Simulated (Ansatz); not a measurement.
# CrSi2As4 monolayer in a perpendicular field

What dipole does a perpendicular field induce in the CrSi2As4 monolayer? A positive field points along +c.

Main program and level: Ansatz 0.2.0; plane-wave DFT, PBE-D3(BJ), Ansatz PAW.

## 1. The structure

The cell holds 7 atoms: 4 As, 2 Si and 1 Cr. Cell: a = 3.630 Å, b = 3.630 Å, c = 47.808 Å, α = 90.0°, β = 90.0°, γ = 120.0°. Vacuum lies along c.

## 2. Relaxation

The starting cell is a guess, so the in-plane lattice and the atoms are relaxed first, with the slab cut off from its images along the normal.

Contents of input.yaml:

```yaml
crystal:
  lattice:
    - [3.63, 0.0, 0.0]
    - [-1.815, 3.1436722157, 0.0]
    - [0.0, 0.0, 47.8079397794]
  atoms:
    - { symbol: As, position: [0.0, 0.0, 0.4120654454] }
    - { symbol: Si, position: [0.3333333333, 0.6666666667, 0.4280036166] }
    - { symbol: As, position: [0.3333333333, 0.6666666667, 0.4746485883] }
    - { symbol: Cr, position: [0.0, 0.0, 0.5], spin: 1.0 }
    - { symbol: As, position: [0.3333333333, 0.6666666667, 0.5253514117] }
    - { symbol: Si, position: [0.3333333333, 0.6666666667, 0.5719963834] }
    - { symbol: As, position: [0.0, 0.0, 0.5879345546] }
  periodic: [true, true, false]
magnetization:
  spin_polarized: true
kpoints:
  mp_grid: { grid: [12, 12, 1] }
hamiltonian:
  xc: pbe
  dispersion: d3bj
scf:
  occupations: { method: fermi_dirac, width: 0.05 }
  convergence: { dr2_threshold: 1.0e-09 }
relax:
  f_tol: 0.004
  max_steps: 90
  cell: {}
output:
  write_potential: true
  write_density: true
  volumetric_format: npy
```

Started as:

```bash
> ansatz run input.yaml --threads 4 --pin off --max-ram 6144MiB --backend cpu --events-out ev --progress --plain --runs-dir out
```

Numbers of over 12 decimals in the logs are rounded to 6 here.

Output:

```text
Warning: relax.cell: scf.convergence.dr2_threshold = 1e-9 eV is looser than the 2.06579713189e-10 eV advised for a relaxation that steers and ends on the stress (1e-10 eV for each atom of the cell: 7, times the square of relax.cell.stress_2d_tol = 0.05 N/m over 18.4 Å (the atoms' height at the walk's start and 5 Å past either face), 2.716e-2 GPa, over a crystal's default 0.05). What an SCF threshold leaves in a stress goes as its square root, and in the free energy as the threshold itself, and one threshold admits the most on a small cell: [figures from the program's tests cut] Set scf.convergence.dr2_threshold to 2.06579713189e-10 eV or tighter. [rest of the remark cut]
Engine: ansatz 0.2.0, x86_64-unknown-linux-gnu
Pseudopotentials: kind: paw
Pseudopotential: As, paw, valence charge 15, recommended cutoff 420 eV (normal), As.paw.azcp
Pseudopotential: Si, paw, valence charge 4, recommended cutoff 420 eV (normal), Si.paw.azcp
Pseudopotential: Cr, paw, valence charge 14, recommended cutoff 420 eV (normal), Cr.paw.azcp
Functional definition: PBE
  parameter kappa = 0.804
  parameter beta = 0.066725
  exchange = pbe_x(kappa = kappa, mu = beta*pi^2/3)
  correlation = pbe_c(beta = beta)
Crystal: 7 atoms, lattice volume = 545.562 Å³
Basis set: ecut = 420 eV, 10539 PW (Γ), exchange–correlation on 50×50×640 points (8 copies of the dense FFT grid, shifted against one another)
Bands: 50, of which v1, the nominal top of the filled ones, is band 41 counted from 1 (40 counted from 0)
Symmetry: 12 space group operations
Space group: P-6m2 (ITA 187), of the structure as read, at distance tolerance 8.2e-5 Å
Magnetic group: BNS 187.209 (UNI 1439), of the structure as read, at distance tolerance 8.2e-5 Å
k-points: 19 of 144 (time reversal used)
Non-local potential: As, projectors of the file, l = 0: 2, l = 1: 2, l = 2: 3, l = 3: 1
Non-local potential: Si, projectors of the file, l = 0: 2, l = 1: 2, l = 2: 2
Non-local potential: Cr, projectors of the file, l = 0: 3, l = 1: 2, l = 2: 3, l = 3: 1
PAW form: soft (Blöchl's): semilocal exchange-correlation on the pseudo side does not see the compensation charge
PAW one-centre angular grid: As, 590 points (default); XC on 64 Gauss nodes
PAW one-centre angular grid: Si, 110 points (default); XC on 64 Gauss nodes
PAW one-centre angular grid: Cr, 590 points (default); XC on 64 Gauss nodes
Initial density: superposition of atomic densities (neutral atoms: chi_scale 0, normalization atom)
Starting moments: Σ|m| = 1 μB on 1 of 7 sites
Initial wavefunctions: pseudopotential atomic-orbital guess
Functional: x = pbe(κ = 0.804, μ = 0.219515), c = pbe(β = 0.066725)
SCF iter   1: F=—  HF=-24076.628861 eV  |F-HF|=—  |Δ(HF+E_count)|=         —  Δρ=2.27e-2 (↑2.27e-2 ↓1.90e-2)  dr2=9.93e0  dr2_m=5.96e-2  M=0.616 μB ∫|m|=0.928 μB  β_m=0.30  ethr=3.10e-3  ⟨swp⟩=14.6  Hψ=10996  notcnv=0  defer=3
Mixer restart at iter 1: flushing history
preconditioner: auto → LDOS  [metal: Δε(μ)=0.068 eV  Ē_g=8.624 eV  σ=0.050 eV  W_gap=0.32  n_scr=30 (ndim 8)  ℏωp=9.3 eV  f_vac=0.739  D(μ)=2.17/eV (n_scr^D=12)]
spin=Collinear: LDOS preconditioning applied to the charge; magnetization (m = ρ↑ − ρ↓) channel mixes plain (no charge-response kernel on spin).
SCF iter   2: F=—  HF=-24074.837338 eV  |F-HF|=—  |Δ(HF+E_count)|=    1.79e0  Δρ=1.08e-2 (↑1.08e-2 ↓1.02e-2)  dr2=2.38e0  dr2_m=2.96e-2  M=0.664 μB ∫|m|=0.963 μB  β_m=0.44  ethr=3.10e-3  ⟨swp⟩=3.9  Hψ=4610  notcnv=0  defer=77
SCF iter   3: F=—  HF=-24074.428527 eV  |F-HF|=—  |Δ(HF+E_count)|=   4.09e-1  Δρ=3.50e-3 (↑2.89e-3 ↓3.50e-3)  dr2=1.38e-1  dr2_m=1.04e-2  M=0.698 μB ∫|m|=0.982 μB  β_m=0.60  ethr=2.90e-3  ⟨swp⟩=2.9  Hψ=2676  notcnv=0  defer=76
SCF iter   4: F=—  HF=-24074.440777 eV  |F-HF|=—  |Δ(HF+E_count)|=         —  Δρ=1.03e-3 (↑6.96e-4 ↓1.03e-3)  dr2=4.52e-3  dr2_m=2.77e-3  M=0.743 μB ∫|m|=1.028 μB  β_m=0.60  ethr=1.69e-4  ⟨swp⟩=3.5  Hψ=4654  notcnv=0  defer=73
SCF iter   5: F=—  HF=-24074.442948 eV  |F-HF|=—  |Δ(HF+E_count)|=   2.17e-3  Δρ=8.59e-4 (↑8.59e-4 ↓6.85e-4)  dr2=1.15e-3  dr2_m=2.72e-3  M=0.778 μB ∫|m|=1.063 μB  β_m=0.80  ethr=5.51e-6  ⟨swp⟩=3.8  Hψ=4503  notcnv=0  defer=73
SCF iter   6: F=—  HF=-24074.443807 eV  |F-HF|=—  |Δ(HF+E_count)|=   8.59e-4  Δρ=5.74e-4 (↑5.74e-4 ↓4.85e-4)  dr2=5.38e-4  dr2_m=1.35e-3  M=0.806 μB ∫|m|=1.098 μB  β_m=0.70  ethr=1.41e-6  ⟨swp⟩=3.1  Hψ=4139  notcnv=0  defer=73
SCF iter   7: F=—  HF=-24074.443966 eV  |F-HF|=—  |Δ(HF+E_count)|=   1.59e-4  Δρ=3.72e-4 (↑3.30e-4 ↓3.72e-4)  dr2=1.93e-4  dr2_m=6.00e-4  M=0.854 μB ∫|m|=1.156 μB  β_m=0.88  ethr=6.56e-7  ⟨swp⟩=3.1  Hψ=4229  notcnv=0  defer=73
SCF iter   8: F=—  HF=-24074.444263 eV  |F-HF|=—  |Δ(HF+E_count)|=   2.97e-4  Δρ=3.96e-4 (↑3.96e-4 ↓3.08e-4)  dr2=3.28e-4  dr2_m=5.97e-4  M=0.923 μB ∫|m|=1.243 μB  β_m=0.34  ethr=2.36e-7  ⟨swp⟩=3.8  Hψ=4274  notcnv=0  defer=73
SCF iter   9: F=—  HF=-24074.444291 eV  |F-HF|=—  |Δ(HF+E_count)|=   2.87e-5  Δρ=3.13e-4 (↑3.07e-4 ↓3.13e-4)  dr2=2.73e-5  dr2_m=4.75e-4  M=0.965 μB ∫|m|=1.297 μB  β_m=0.37  ethr=2.36e-7  ⟨swp⟩=3.1  Hψ=4083  notcnv=0  defer=73
SCF iter  10: F=—  HF=-24074.444388 eV  |F-HF|=—  |Δ(HF+E_count)|=   9.63e-5  Δρ=2.98e-4 (↑2.98e-4 ↓2.96e-4)  dr2=5.56e-5  dr2_m=4.19e-4  M=1.025 μB ∫|m|=1.373 μB  β_m=0.42  ethr=3.32e-8  ⟨swp⟩=4.4  Hψ=4720  notcnv=0  defer=73
SCF iter  11: F=—  HF=-24074.444406 eV  |F-HF|=—  |Δ(HF+E_count)|=         —  Δρ=2.70e-4 (↑2.44e-4 ↓2.70e-4)  dr2=5.91e-4  dr2_m=2.49e-4  M=1.078 μB ∫|m|=1.451 μB  β_m=0.99  ethr=3.32e-8  ⟨swp⟩=4.2  Hψ=4703  notcnv=0  defer=71
SCF iter  12: F=—  HF=-24074.444688 eV  |F-HF|=—  |Δ(HF+E_count)|=   2.82e-4  Δρ=2.18e-4 (↑2.18e-4 ↓1.24e-4)  dr2=1.12e-4  dr2_m=1.37e-4  M=1.080 μB ∫|m|=1.460 μB  β_m=0.10  ethr=3.32e-8  ⟨swp⟩=3.6  Hψ=4444  notcnv=0  defer=71
SCF iter  13: F=—  HF=-24074.444620 eV  |F-HF|=—  |Δ(HF+E_count)|=   6.84e-5  Δρ=6.54e-5 (↑5.94e-5 ↓6.54e-5)  dr2=3.46e-5  dr2_m=9.82e-6  M=1.076 μB ∫|m|=1.454 μB  β_m=0.16  ethr=3.32e-8  ⟨swp⟩=3.2  Hψ=4116  notcnv=0  defer=71
SCF iter  14: F=—  HF=-24074.444749 eV  |F-HF|=—  |Δ(HF+E_count)|=   1.29e-4  Δρ=9.96e-5 (↑9.96e-5 ↓4.92e-5)  dr2=2.83e-5  dr2_m=2.46e-5  M=1.067 μB ∫|m|=1.439 μB  β_m=0.74  ethr=3.32e-8  ⟨swp⟩=3.1  Hψ=4050  notcnv=0  defer=71
SCF iter  15: F=—  HF=-24074.444743 eV  |F-HF|=—  |Δ(HF+E_count)|=   5.78e-6  Δρ=1.52e-4 (↑1.52e-4 ↓1.25e-4)  dr2=1.14e-5  dr2_m=9.52e-5  M=1.057 μB ∫|m|=1.424 μB  β_m=0.43  ethr=3.32e-8  ⟨swp⟩=3.0  Hψ=3924  notcnv=0  defer=71
[...]
relax step  11: F+E_penalty+E_count = -24076.59980765 eV  Δ(F+E_penalty+E_count) = -2.012e-6 eV  max|allowed force component| = 2.332e-4 eV/Å  Δτ_max = 0.0004 Å  P = +0.000 N/m  Ω = 537.171 Å³  energy of the carried Pulay correction = +3.797e-4 eV  fix = [c, alpha, beta]  reactions: c +0.000 N/m  (6 SCF iters, accepted)
Initial wavefunctions: pseudopotential atomic-orbital guess (no wavefunctions were taken with the density)
iter 1 solved again at ethr=9.77e-7 eV; its pass at ethr=3.10e-3 eV (dr2=8.01e-4 eV) is discarded
SCF iter   1: F=—  HF=-24076.599432 eV  |F-HF|=—  |Δ(HF+E_count)|=         —  Δρ=3.47e-6 (↑3.12e-6 ↓3.47e-6)  dr2=8.03e-8  dr2_m=1.24e-8  M=1.917 μB ∫|m|=2.711 μB  β_m=0.65  ethr=9.77e-7  ⟨swp⟩=6.3  Hψ=17675  notcnv=0
eigensolver tolerance schedule: the retry pair's looser diagonalisation over-reported the residual by 9965.00 of it (diagonalisation noise at an unbounded share of the residual, at the tolerance the schedule requests for it); recorded, not acted on — ethr = c·dr2/N_el stays at c = 1.0e-1
spin=Collinear: LDOS preconditioning applied to the charge; magnetization (m = ρ↑ − ρ↓) channel mixes plain (no charge-response kernel on spin).
SCF iter   2: F=—  HF=-24076.599479 eV  |F-HF|=—  |Δ(HF+E_count)|=   4.72e-5  Δρ=1.59e-6 (↑1.33e-6 ↓1.59e-6)  dr2=3.03e-8  dr2_m=7.92e-10  M=1.917 μB ∫|m|=2.711 μB  β_m=0.48  ethr=9.80e-11  ⟨swp⟩=5.3  Hψ=6243  notcnv=0
SCF iter   3: F=—  HF=-24076.599479 eV  |F-HF|=—  |Δ(HF+E_count)|=   1.69e-8  Δρ=8.85e-7 (↑7.14e-7 ↓8.85e-7)  dr2=1.21e-8  dr2_m=2.84e-10  M=1.917 μB ∫|m|=2.711 μB  β_m=0.51  ethr=3.69e-11  ⟨swp⟩=2.8  Hψ=3348  notcnv=0
SCF iter   4: F=—  HF=-24076.599479 eV  |F-HF|=—  |Δ(HF+E_count)|=   9.39e-9  Δρ=3.91e-7 (↑3.01e-7 ↓3.91e-7)  dr2=2.84e-9  dr2_m=1.23e-10  M=1.917 μB ∫|m|=2.711 μB  β_m=0.52  ethr=1.47e-11  ⟨swp⟩=2.9  Hψ=2838  notcnv=0
SCF iter   5: F=-24076.599479 eV  HF=-24076.599479 eV  |F-HF|=2.54e-9  |Δ(HF+E_count)|=   4.64e-9  Δρ=1.91e-7 (↑1.91e-7 ↓8.99e-8)  dr2=4.33e-10  dr2_m=3.87e-11  M=1.917 μB ∫|m|=2.711 μB  ethr=1.22e-12  ⟨swp⟩=12.6  Hψ=14286  notcnv=0
WARN: dispersion: an atom stands within reach of a switch of its C6 between two reference coordination numbers of its element: through that C6 alone, e_disp changes by 0.025 eV or more while the distances to its neighbours run over a stretch of 0.05 Å that contains this geometry (sites counted from 0 in the run's list of atoms or, in a supercell that it derives, in that cell's: here a list of 7) — site 3 (Cr): coordination number 6.151 (about 6.00 to 6.30 with every neighbour 0.05 Å farther or nearer), switch near 6.223 between the references 1.827 (weight 0.99) and 10.619 (weight 0.01), e_disp changing by some 0.23 eV. [rest of the remark cut]
SCF 12 converged in 5 iterations: F = -24076.599479 eV  dr2 = 4.33e-10
relax step  12: F+E_penalty+E_count = -24076.59947918 eV  Δ(F+E_penalty+E_count) = +3.285e-4 eV  max|allowed force component| = 1.923e-4 eV/Å  Δτ_max = 0.0000 Å  P = -0.006 N/m  Ω = 537.171 Å³  fix = [c, alpha, beta]  reactions: c -0.000 N/m  stress off target by 6.44e-3 N/m on what of the cell is left free  SCF on the basis re-selected at this cell (its energy is not comparable with the rows above)  (5 SCF iters)
basis re-selected at this cell: Δ(F+E_penalty+E_count) = +3.285e-4 eV, ΔP = -0.006 N/m vs the last step (what re-selecting the basis moved, of the pressure what is left beyond the Pulay correction that the steps carried, after the strain that the cell walked since its last selection, with what the two solves' SCF thresholds leave and, on support functions, any second-order correction that the steps lacked; it is no m [...]
WARN: The output density's exchange-correlation potential varies sharply where the density is thin. Do not read a vacuum level from v_tot or v_xc, or from such a field of the output density. On a cell that repeats whose density bears no net charge and no dipole along the vacuum's axis use v_es (v_loc + v_h of the components); under efield.dipole_correction with no amplitude use v_es + v_field, which holds any externa [...]
SCF converged after 5 iterations
Magnetization: 1.9168 μB (41.9584 up, 40.0416 down)
Absolute magnetization: 2.7034 μB (∫|ρ↑−ρ↓|, with the PAW one-centre terms)
Spin contamination: 0.1495 ħ² per cell (⟨S²⟩ above its minimum at these occupations)
Per-site moments (μB) at R_I (Å): [(-0.00740748, 0.973794), (0.00806754, 0.972829), (-0.102518, 0.972829), (2.026819, 1.030833), (-0.102518, 0.972829), (0.00806754, 0.972829), (-0.00740748, 0.973794)]
Free energy (F): -24076.599479 eV
Harris-Foulkes:  -24076.599479 eV  (|F-HF|=2.54e-9)
Internal energy: -24076.587733 eV  (E = F + TS)
E sigma→0 (E₀):  -24076.593606 eV
Entropy (-TS):   -0.011747 eV (-1.678 meV/atom)
Fermi energy:    -4.661423 eV
--- Per-component energies (eV) ---
  E_band       = -2378.626468
  E_kinetic    = 837.864834
  E_local      = -451176.928545  (includes V_loc(G=0)·N_el)
  E_nonlocal   = -2548.930166
  E_hartree    = 225208.758920
  E_xc         = -567.156641
  E_vxc        = -588.872873  (∫ρ·V_xc dr)
  E_paw        = -9563.383662  (= ΣΔE_a)
  E_vpaw       = 680.726240  (= ΣTr[D̂ρ^β])
  E_aug_tail   = 0.000434  (compensation charges beyond the density's cutoff)
  E_ewald      = 213735.692546
  E_disp       = -2.505453  (pairwise vdW)
  E_smearing   = -0.011747  (= −TS)
  E_closure    = -0.000000  (closes the sum)
  Σ components = -24076.599479   (vs F -24076.599479, Δ=0.00e0)
--- Forces (eV/Å), atoms counted from 1 ---
  atom   1  As     0.00000000    -0.00000000    -0.00010196
  atom   2  Si    -0.00000000     0.00000000    -0.00000867
  atom   3  As     0.00000000    -0.00000000     0.00019226
  atom   4  Cr     0.00000000    -0.00000000     0.00000000
  atom   5  As     0.00000000    -0.00000000    -0.00019226
  atom   6  Si    -0.00000000     0.00000000     0.00000867
  atom   7  As     0.00000000    -0.00000000     0.00010196
  max |Σ_I F_I| component: 7.52e-17 eV/Å
--- 2D stress c σ (N/m, compression-positive) ---
       -0.006444       0.000000       0.000000
       -0.000000      -0.006444      -0.000000
        0.000000       0.000000       0.000000
  P = ½ c Tr σ = -0.0064 N/m
--- Band table (eV; the first three rows and the last of 38) ---
  k-point 0 ↑: bands = [... 37 lower, -5.5032, -5.5032, -5.4705, -5.4705, -2.4798, -2.4798, -2.4214, -2.3787, ... 5 higher]
  k-point 1 ↑: bands = [... 37 lower, -5.7040, -5.7010, -5.6515, -5.6515, -2.9444, -2.7746, -2.5824, -2.2891, ... 5 higher]
  k-point 2 ↑: bands = [... 37 lower, -6.1336, -6.0180, -5.8461, -5.7137, -3.6862, -3.3592, -2.9619, -2.2543, ... 5 higher]
  k-point 18 ↓: bands = [... 37 lower, -7.3076, -6.5467, -5.8806, -3.9509, -3.3536, -3.2509, -3.2040, -2.9499, ... 5 higher]
  the weakly bound empty levels are not read free of the cell's end (no_gap_told)
--- Relaxed structure (11 steps of the walk, 11 accepted, 1 SCFs on fresh bases) ---
  F+E_penalty+E_count = -24076.59947918 eV   max|allowed force component| = 1.923e-4 eV/Å   (the final SCF, on the basis selected at the relaxed cell)
  cell:  # Å, volume = 537.1706 Å³
    - [3.601976, 0, 0.0]
    - [-1.800988, 3.119403, 0.0]
    - [0.0, 0.0, 47.8079397794]
  atoms:
    - { symbol: As, position: [1.0573552618555006e-17, -5.135725556199063e-17, 0.398315] }
    - { symbol: Si, position: [0.333333, 0.666667, 0.421685] }
    - { symbol: As, position: [0.333333, 0.666667, 0.471015] }
    - { symbol: Cr, position: [1.0573552618554956e-17, -5.135725556199063e-17, 0.5] }
    - { symbol: As, position: [0.333333, 0.666667, 0.528985] }
    - { symbol: Si, position: [0.333333, 0.666667, 0.578315] }
    - { symbol: As, position: [1.0573552618555006e-17, -5.135725556199063e-17, 0.601685] }
```

Elapsed: 4.4 min, on 4 threads of Intel Xeon Platinum 8488C (Sapphire Rapids), shared host; peak memory 1.5 GiB; 17 min of CPU time.

Relaxation path:

```csv
step,energy less that of the first step (eV),largest force component (eV/Å),volume (Å³)
1,0.0000,3.1595,545.56
2,-1.0809,2.0277,547.58
3,-1.7329,1.5560,566.94
4,-2.0766,0.4617,557.55
5,-2.1173,0.2824,551.50
6,-2.1456,0.2030,541.97
7,-2.1527,0.1604,537.67
8,-2.1546,0.0615,536.46
9,-2.1550,0.0071,537.73
10,-2.1551,0.0045,537.17
11,-2.1551,0.0002,537.17
12*,-2.1547,0.0002,537.17
```

Relaxation steps marked * repeat the geometry before them on a plane-wave basis chosen anew for their cell, so energy and pressure can jump there.

The run keeps the 12 symmetry operations that it works with, so distortions that break them were not tested.

```csv
cell as run,before,after,change
a (Å),3.630,3.602,-0.8 %
b (Å),3.630,3.602,-0.8 %
```

The atoms that moved most (Å, along periodic axes as changes of fractional coordinates times the final cell, across vacuum about the mean position):

```csv
atom,dx,dy,dz,length
As1,0.000,0.000,-0.657,0.657
As7,0.000,0.000,0.657,0.657
Si2,0.000,0.000,-0.302,0.302
Si6,0.000,0.000,0.302,0.302
As3,0.000,0.000,-0.174,0.174
As5,0.000,0.000,0.174,0.174
```

Numbers from this step:

```yaml
energy_at_zero_smearing: -24076.5936 eV
total_moment: 1.917 μB
site_moments: -0.007407, 0.008068, -0.1025, 2.027, -0.1025, 0.008068, -0.007407 μB
```

Site moment by atom:

```csv
atom,site moment (μB)
As1,-0.01
Si2,0.01
As3,-0.10
Cr4,2.03
As5,-0.10
Si6,0.01
As7,-0.01
```

The lattice constant a goes from 3.630 to 3.602 Å.

(Part 1 of 3 ends here.)

[Logs are printed without paths, hosts, clocks, repeated set-up lines and the standing remarks that a program may print on its own settings, such as how far it seeks lower states.]

[Hosts, paths, dates, database ids (printed as entryN), source tags and the programs' standing remarks are cut or masked in the printed files.]

[Maps of the electrostatic potential energy from Ansatz leave out the sawtooth potential of an applied field or a dipole correction, so their vacuum need not be flat; planar profiles and work functions include it.]
